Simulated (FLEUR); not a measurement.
# MnZn3: parallel and opposed starts

Aim: find out whether MnZn3 carries moments, and which collinear order costs least.

Method: LDA (VWN); all-electron FLAPW, Dirac cores, scalar-relativistic bands, in FLEUR MaX-R8.1.

Report form: the programs' logs are mostly left out.

## 1. Starting point

Symmetry: Pm-3m, No. 221, cubic system. The conventional cell has a = 3.860 Å, b = 3.860 Å, c = 3.860 Å, α = 90.00°, β = 90.00°, γ = 90.00°. Nearest to Mn lie 12 Zn at 2.73 Å. Zn has 4 Mn at 2.73 Å and 8 Zn at 2.73 Å nearest. Farther neighbours are not listed.

Coordinates:

```
Mn Zn
1.0
     3.86000    0.00000    0.00000
     0.00000    3.86000    0.00000
     0.00000    0.00000    3.86000
Mn Zn
1 3
Direct
  0.00000 0.00000 0.00000
  0.00000 0.50000 0.50000
  0.50000 0.00000 0.50000
  0.50000 0.50000 0.00000
```

## 2. Start 1: ferro +

The parallel start is the test of whether parallel moments hold.

inpgen writes inp.xml from crystal.txt; cutoffs, mixing, functional, smearing and local orbitals are then set in the file. The k list default-1 (kpts.xml, not shown) is a Γ-centred 8×8×8 mesh; where the ranks do not divide the number of points, some are split in two of half the weight.

The input, inp.xml:

```
<?xml version="1.0" encoding="UTF-8" standalone="no"?>
<fleurInput fleurInputVersion="0.39">
   <comment>
      MnZn3
   </comment>
   <calculationSetup>
      <cutoffs Kmax="3.6" Gmax="10.8" GmaxXC="10.8" numbands="0"/>
      <scfLoop itmax="90" minDistance="0.00002" maxIterBroyd="15" imix="Anderson" alpha="0.05" precondParam="0.0" spinf="2.0" sdNocoIR="T"/>
      <coreElectrons ctail="T" frcor="F" kcrel="0" coretail_lmax="0"/>
      <xcFunctional name="vwn" relativisticCorrections="F"/>
      <magnetism jspins="2"/>
      <soc l_soc="F" theta="0.0" phi="0.0" spav="F"/>
      <expertModes spex="0" secvar="F"/>
      <geometryOptimization l_f="F" forcealpha="1.0" forcemix="BFGS" epsdisp="0.00001" epsforce="0.00001"/>
      <ldaU l_linMix="F" mixParam="0.05" spinf="1.0"/>
   </calculationSetup>
   <cell>
      <bzIntegration valenceElectrons="51.0" mode="hist" fermiSmearingEnergy="0.00293995">
         <kPointListSelection listName="default-1"/>
         <xi:include xmlns:xi="http://www.w3.org/2001/XInclude" href="kpts.xml"> </xi:include>
      </bzIntegration>
      <xi:include xmlns:xi="http://www.w3.org/2001/XInclude" href="sym.xml"> </xi:include>
      <bulkLattice scale="1.0">
         <bravaisMatrix>
            <row-1>    7.2943428409559994     0.0000000000000000     0.0000000000000000</row-1>
            <row-2>    0.0000000000000000     7.2943428409559994     0.0000000000000000</row-2>
            <row-3>    0.0000000000000000     0.0000000000000000     7.2943428409559994</row-3>
         </bravaisMatrix>
      </bulkLattice>
   </cell>
   <atomSpecies>
      <species name="Manganese 3.500" element="Mn" atomicNumber="25">
         <mtSphere radius="2.51" gridPoints="829" logIncrement="0.015"/>
         <atomicCutoffs lmax="10" lnonsphr="8"/>
         <electronConfig flipSpins="F">
            <coreConfig>(1s1/2) (2s1/2) (2p1/2) (2p3/2)</coreConfig>
            <valenceConfig>(3s1/2) (3p1/2) (3p3/2) (4s1/2) (3d3/2) (3d5/2)</valenceConfig>
            <stateOccupation state="(3d3/2)" spinUp="1.25" spinDown="0.75"/>
            <stateOccupation state="(3d5/2)" spinUp="3.0" spinDown="0.0"/>
         </electronConfig>
         <energyParameters s="4" p="4" d="3" f="4"/>
         <lo type="SCLO" l="0" n="3" eDeriv="0"/>
         <lo type="SCLO" l="1" n="3" eDeriv="0"/>
      </species>
      <species name="Zinc (Zn)" element="Zn" atomicNumber="30">
         <mtSphere radius="2.51" gridPoints="829" logIncrement="0.015"/>
         <atomicCutoffs lmax="10" lnonsphr="8"/>
         <electronConfig flipSpins="F">
            <coreConfig>(1s1/2) (2s1/2) (2p1/2) (2p3/2) (3s1/2) (3p1/2) (3p3/2)</coreConfig>
            <valenceConfig>(4s1/2) (3d3/2) (3d5/2)</valenceConfig>
         </electronConfig>
         <energyParameters s="4" p="4" d="3" f="4"/>
      </species>
   </atomSpecies>
   <atomGroups>
      <atomGroup species="Manganese 3.500">
         <relPos label="                   1">.0000000000 .0000000000 .0000000000</relPos>
         <force calculate="T" relaxXYZ="TTT"/>
      </atomGroup>
      <atomGroup species="Zinc (Zn)">
         <relPos label="                   2">.0000000000 1.000/2.000 1.000/2.000</relPos>
         <relPos label="                   3">1.000/2.000 .0000000000 1.000/2.000</relPos>
         <relPos label="                   4">1.000/2.000 1.000/2.000 .0000000000</relPos>
         <force calculate="T" relaxXYZ="TTT"/>
      </atomGroup>
   </atomGroups>
   <output dos="F" band="F" slice="F">
      <bandDOS minEnergy="-.5*Htr" maxEnergy="0.5*Htr" sigma="0.015" storeEVData="T"/>
      <plotting iplot="0" polar="F">
         <plot TwoD="T" vec1="  1.0  0.0  0.0" vec2="  0.0  1.0  0.0" vec3="  0.0  0.0  1.0" zero="  0.0  0.0  0.0" file="plot"/>
      </plotting>
      <moessbauerParams electricFieldGradient="F" isomerShift="F" coreHyperfine="F" valenceHyperfine="F"/>
   </output>
</fleurInput>
```

The input, crystal.txt:

```
MnZn3
&input film=F cartesian=F /
3.86000000000  0.00000000000  0.00000000000
0.00000000000  3.86000000000  0.00000000000
0.00000000000  0.00000000000  3.86000000000
1.8897261246
1.0 1.0 1.0

4
25 0.00000000000  0.00000000000  0.00000000000 : 3.500
30 0.00000000000  0.50000000000  0.50000000000
30 0.50000000000  0.00000000000  0.50000000000
30 0.50000000000  0.50000000000  0.00000000000

&kpt div1=8 div2=8 div3=8 gamma=T /
```

Launch:

```console
$ OMP_NUM_THREADS=1 inpgen -f crystal.txt > inpgen.log  # inp.xml is then edited as shown
$ OMP_NUM_THREADS=1 mpirun -n 4 fleur_MPI > fleur.log
```

Run time: 39 s. Hardware: 4 MPI ranks of Arm Neoverse V1, shared host; peak memory 0.23 GiB; 2.6 min of CPU time.

Spin moment in the muffin-tin sphere by atom:

```tsv
atom	spin moment in the muffin-tin sphere (μB)
Mn1	2.94
Zn2	-0.08
Zn3	-0.08
Zn4	-0.08
```

Read from the output:

```yaml
free_energy: -177879.0956 eV
program_s_band_gap_on_this_mesh_in_a_metal_only_a_level_spacing: 0.03484 eV
magnetization: 2.683 μB
final_state: ferromagnetic, with opposed induced moments
```

After 26 cycles the largest moment stands at 2.94 μB.

## 3. Start 2: antiferro q=(0,0,1/2) +-

An opposed order shows whether neighbours prefer unlike signs.

This order needs a doubled cell of 8 atoms. The mesh is halved along the doubled vector, so that both cells sample the same points. The k list default-1 (kpts.xml, not shown) is a Γ-centred 8×8×4 mesh.

inp.xml, as its differences from that of step 2:

```diff
@@ -17,3 +17,3 @@
    <cell>
-      <bzIntegration valenceElectrons="51.0" mode="hist" fermiSmearingEnergy="0.00293995">
+      <bzIntegration valenceElectrons="102.0" mode="hist" fermiSmearingEnergy="0.00293995">
          <kPointListSelection listName="default-1"/>
@@ -26,3 +26,3 @@
             <row-2>    0.0000000000000000     7.2943428409559994     0.0000000000000000</row-2>
-            <row-3>    0.0000000000000000     0.0000000000000000     7.2943428409559994</row-3>
+            <row-3>    0.0000000000000000     0.0000000000000000    14.5886856819119988</row-3>
          </bravaisMatrix>
@@ -39,2 +39,15 @@
             <stateOccupation state="(3d5/2)" spinUp="3.0" spinDown="0.0"/>
+         </electronConfig>
+         <energyParameters s="4" p="4" d="3" f="4"/>
+         <lo type="SCLO" l="0" n="3" eDeriv="0"/>
+         <lo type="SCLO" l="1" n="3" eDeriv="0"/>
+      </species>
+      <species name="Manganese -3.500" element="Mn" atomicNumber="25">
+         <mtSphere radius="2.51" gridPoints="829" logIncrement="0.015"/>
+         <atomicCutoffs lmax="10" lnonsphr="8"/>
+         <electronConfig flipSpins="F">
+            <coreConfig>(1s1/2) (2s1/2) (2p1/2) (2p3/2)</coreConfig>
+            <valenceConfig>(3s1/2) (3p1/2) (3p3/2) (4s1/2) (3d3/2) (3d5/2)</valenceConfig>
+            <stateOccupation state="(3d3/2)" spinUp="0.75" spinDown="1.25"/>
+            <stateOccupation state="(3d5/2)" spinUp="0.0" spinDown="3.0"/>
          </electronConfig>
@@ -59,6 +72,19 @@
       </atomGroup>
+      <atomGroup species="Manganese -3.500">
+         <relPos label="                   2">.0000000000 .0000000000 1.000/2.000</relPos>
+         <force calculate="T" relaxXYZ="TTT"/>
+      </atomGroup>
       <atomGroup species="Zinc (Zn)">
-         <relPos label="                   2">.0000000000 1.000/2.000 1.000/2.000</relPos>
-         <relPos label="                   3">1.000/2.000 .0000000000 1.000/2.000</relPos>
-         <relPos label="                   4">1.000/2.000 1.000/2.000 .0000000000</relPos>
+         <relPos label="                   3">.0000000000 1.000/2.000 1.000/4.000</relPos>
+         <relPos label="                   4">.0000000000 1.000/2.000 -1.000/4.000</relPos>
+         <relPos label="                   5">1.000/2.000 .0000000000 1.000/4.000</relPos>
+         <relPos label="                   6">1.000/2.000 .0000000000 -1.000/4.000</relPos>
+         <force calculate="T" relaxXYZ="TTT"/>
+      </atomGroup>
+      <atomGroup species="Zinc (Zn)">
+         <relPos label="                   7">1.000/2.000 1.000/2.000 .0000000000</relPos>
+         <force calculate="T" relaxXYZ="TTT"/>
+      </atomGroup>
+      <atomGroup species="Zinc (Zn)">
+         <relPos label="                   8">1.000/2.000 1.000/2.000 1.000/2.000</relPos>
          <force calculate="T" relaxXYZ="TTT"/>
```

The input, crystal.txt:

```
MnZn3
&input film=F cartesian=F /
3.86000000000  0.00000000000  0.00000000000
0.00000000000  3.86000000000  0.00000000000
0.00000000000  0.00000000000  7.72000000000
1.8897261246
1.0 1.0 1.0

8
25 0.00000000000  0.00000000000  0.00000000000 : 3.500
25 0.00000000000  0.00000000000  0.50000000000 : -3.500
30 0.00000000000  0.50000000000  0.25000000000
30 0.00000000000  0.50000000000  0.75000000000
30 0.50000000000  0.00000000000  0.25000000000
30 0.50000000000  0.00000000000  0.75000000000
30 0.50000000000  0.50000000000  0.00000000000
30 0.50000000000  0.50000000000  0.50000000000

&kpt div1=8 div2=8 div3=4 gamma=T /
```

Elapsed: 3.9 min, on 4 MPI ranks; peak memory 0.49 GiB.

Spin moment in the muffin-tin sphere by atom:

```tsv
atom	spin moment in the muffin-tin sphere (μB)
Mn1	2.85
Mn2	-2.85
Zn3	0.00
Zn4	0.00
Zn5	0.00
Zn6	0.00
Zn7	-0.06
Zn8	0.06
```

Numbers from this step:

```
free energy                                                       : -355758.2173 eV
program's band gap on this mesh (in a metal only a level spacing) : 0.009697 eV
magnetization                                                     : 0 μB
final state                                                       : antiferromagnetic
```

It lies 13.1 meV a seeded atom under the first start, and its largest moment is 2.85 μB against 2.94 μB.

## 4. Start 3: antiferro q=(0,1/2,1/2) +-

Another pattern of signs weighs the neighbour shells otherwise.

The cell is doubled to 8 atoms to hold this order. The mesh is halved along the doubled vector, so that both cells sample the same points. The k list default-1 (kpts.xml, not shown) is a Γ-centred 8×4×8 mesh.

inp.xml, as its differences from that of step 3:

```diff
@@ -25,4 +25,4 @@
             <row-1>    7.2943428409559994     0.0000000000000000     0.0000000000000000</row-1>
-            <row-2>    0.0000000000000000     7.2943428409559994     0.0000000000000000</row-2>
-            <row-3>    0.0000000000000000     0.0000000000000000    14.5886856819119988</row-3>
+            <row-2>    0.0000000000000000    14.5886856819119988     0.0000000000000000</row-2>
+            <row-3>    0.0000000000000000     7.2943428409559994     7.2943428409559994</row-3>
          </bravaisMatrix>
@@ -73,3 +73,3 @@
       <atomGroup species="Manganese -3.500">
-         <relPos label="                   2">.0000000000 .0000000000 1.000/2.000</relPos>
+         <relPos label="                   2">.0000000000 1.000/2.000 .0000000000</relPos>
          <force calculate="T" relaxXYZ="TTT"/>
@@ -77,6 +77,4 @@
       <atomGroup species="Zinc (Zn)">
-         <relPos label="                   3">.0000000000 1.000/2.000 1.000/4.000</relPos>
-         <relPos label="                   4">.0000000000 1.000/2.000 -1.000/4.000</relPos>
-         <relPos label="                   5">1.000/2.000 .0000000000 1.000/4.000</relPos>
-         <relPos label="                   6">1.000/2.000 .0000000000 -1.000/4.000</relPos>
+         <relPos label="                   3">.0000000000 .0000000000 1.000/2.000</relPos>
+         <relPos label="                   4">.0000000000 1.000/2.000 1.000/2.000</relPos>
          <force calculate="T" relaxXYZ="TTT"/>
@@ -84,3 +82,4 @@
       <atomGroup species="Zinc (Zn)">
-         <relPos label="                   7">1.000/2.000 1.000/2.000 .0000000000</relPos>
+         <relPos label="                   5">1.000/2.000 -1.000/4.000 1.000/2.000</relPos>
+         <relPos label="                   6">1.000/2.000 1.000/4.000 1.000/2.000</relPos>
          <force calculate="T" relaxXYZ="TTT"/>
@@ -88,3 +87,4 @@
       <atomGroup species="Zinc (Zn)">
-         <relPos label="                   8">1.000/2.000 1.000/2.000 1.000/2.000</relPos>
+         <relPos label="                   7">1.000/2.000 1.000/4.000 .0000000000</relPos>
+         <relPos label="                   8">1.000/2.000 -1.000/4.000 .0000000000</relPos>
          <force calculate="T" relaxXYZ="TTT"/>
```

The input, crystal.txt:

```
MnZn3
&input film=F cartesian=F /
3.86000000000  0.00000000000  0.00000000000
0.00000000000  7.72000000000  0.00000000000
0.00000000000  3.86000000000  3.86000000000
1.8897261246
1.0 1.0 1.0

8
25 0.00000000000  0.00000000000  0.00000000000 : 3.500
25 0.00000000000  0.50000000000  0.00000000000 : -3.500
30 0.00000000000  0.00000000000  0.50000000000
30 0.00000000000  0.50000000000  0.50000000000
30 0.50000000000  0.75000000000  0.50000000000
30 0.50000000000  0.25000000000  0.50000000000
30 0.50000000000  0.25000000000  0.00000000000
30 0.50000000000  0.75000000000  0.00000000000

&kpt div1=8 div2=4 div3=8 gamma=T /
```

Wall time 5.4 min (4 MPI ranks); peak memory 0.55 GiB.

Spin moment in the muffin-tin sphere by atom:

```tsv
atom	spin moment in the muffin-tin sphere (μB)
Mn1	3.03
Mn2	-3.03
Zn3	0.00
Zn4	0.00
Zn5	0.00
Zn6	0.00
Zn7	0.00
Zn8	0.00
```

Numbers from this step:

* free energy: -355758.2338 eV
* program's band gap on this mesh (in a metal only a level spacing): 0.02462 eV
* magnetization: 0 μB
* final state: antiferromagnetic

It lies 21.4 meV a seeded atom under the first start, and its largest moment is 3.03 μB against 2.94 μB.

## 5. Order 4, typed as antiferro q=(1/2,1/2,1/2) +-

Reversing part of the moments tests the sign of the couplings between them.

The cell is doubled to 8 atoms to hold this order. The mesh is halved along the doubled vector, so that both cells sample the same points. The k list default-1 (kpts.xml, not shown) is a Γ-centred 4×8×8 mesh.

inp.xml, as its differences from that of step 4:

```diff
@@ -24,5 +24,5 @@
          <bravaisMatrix>
-            <row-1>    7.2943428409559994     0.0000000000000000     0.0000000000000000</row-1>
-            <row-2>    0.0000000000000000    14.5886856819119988     0.0000000000000000</row-2>
-            <row-3>    0.0000000000000000     7.2943428409559994     7.2943428409559994</row-3>
+            <row-1>   14.5886856819119988     0.0000000000000000     0.0000000000000000</row-1>
+            <row-2>    7.2943428409559994     7.2943428409559994     0.0000000000000000</row-2>
+            <row-3>    7.2943428409559994     0.0000000000000000     7.2943428409559994</row-3>
          </bravaisMatrix>
@@ -73,3 +73,3 @@
       <atomGroup species="Manganese -3.500">
-         <relPos label="                   2">.0000000000 1.000/2.000 .0000000000</relPos>
+         <relPos label="                   2">1.000/2.000 .0000000000 .0000000000</relPos>
          <force calculate="T" relaxXYZ="TTT"/>
@@ -77,3 +77,3 @@
       <atomGroup species="Zinc (Zn)">
-         <relPos label="                   3">.0000000000 .0000000000 1.000/2.000</relPos>
+         <relPos label="                   3">1.000/2.000 1.000/2.000 1.000/2.000</relPos>
          <relPos label="                   4">.0000000000 1.000/2.000 1.000/2.000</relPos>
@@ -82,9 +82,6 @@
       <atomGroup species="Zinc (Zn)">
-         <relPos label="                   5">1.000/2.000 -1.000/4.000 1.000/2.000</relPos>
-         <relPos label="                   6">1.000/2.000 1.000/4.000 1.000/2.000</relPos>
-         <force calculate="T" relaxXYZ="TTT"/>
-      </atomGroup>
-      <atomGroup species="Zinc (Zn)">
-         <relPos label="                   7">1.000/2.000 1.000/4.000 .0000000000</relPos>
-         <relPos label="                   8">1.000/2.000 -1.000/4.000 .0000000000</relPos>
+         <relPos label="                   5">.0000000000 .0000000000 1.000/2.000</relPos>
+         <relPos label="                   6">1.000/2.000 .0000000000 1.000/2.000</relPos>
+         <relPos label="                   7">.0000000000 1.000/2.000 .0000000000</relPos>
+         <relPos label="                   8">1.000/2.000 1.000/2.000 .0000000000</relPos>
          <force calculate="T" relaxXYZ="TTT"/>
```

The input, crystal.txt:

```
MnZn3
&input film=F cartesian=F /
7.72000000000  0.00000000000  0.00000000000
3.86000000000  3.86000000000  0.00000000000
3.86000000000  0.00000000000  3.86000000000
1.8897261246
1.0 1.0 1.0

8
25 0.00000000000  0.00000000000  0.00000000000 : 3.500
25 0.50000000000  0.00000000000  0.00000000000 : -3.500
30 0.50000000000  0.50000000000  0.50000000000
30 0.00000000000  0.50000000000  0.50000000000
30 0.00000000000  0.00000000000  0.50000000000
30 0.50000000000  0.00000000000  0.50000000000
30 0.00000000000  0.50000000000  0.00000000000
30 0.50000000000  0.50000000000  0.00000000000

&kpt div1=4 div2=8 div3=8 gamma=T /
```

Run time: 4 min. Hardware: 4 MPI ranks; peak memory 0.45 GiB.

Numbers from this step:

| Quantity | Value |
| --- | --- |
| free energy | -355757.7827 eV |
| magnetization | 0 μB |
| final state | antiferromagnetic |
| largest moment | 2.746 μB |

It lies 204 meV a seeded atom over the first start, and its largest moment is 2.75 μB against 2.94 μB.

[end of part 1 of 2]

[Logs and program files are shortened in this print: banners, set-up blocks, solver, clock and traceback lines can be left out without a mark of their own.]

[Logs are printed without paths, hosts, clocks, repeated set-up lines and the standing remarks that a program may print on its own settings, such as how far it seeks lower states.]

[Hosts, paths, dates, database ids (printed as entryN), source tags and the programs' standing remarks are cut or masked in the printed files.]

[Where a cell is said to come from a database of computed structures, the database is the Materials Project.]
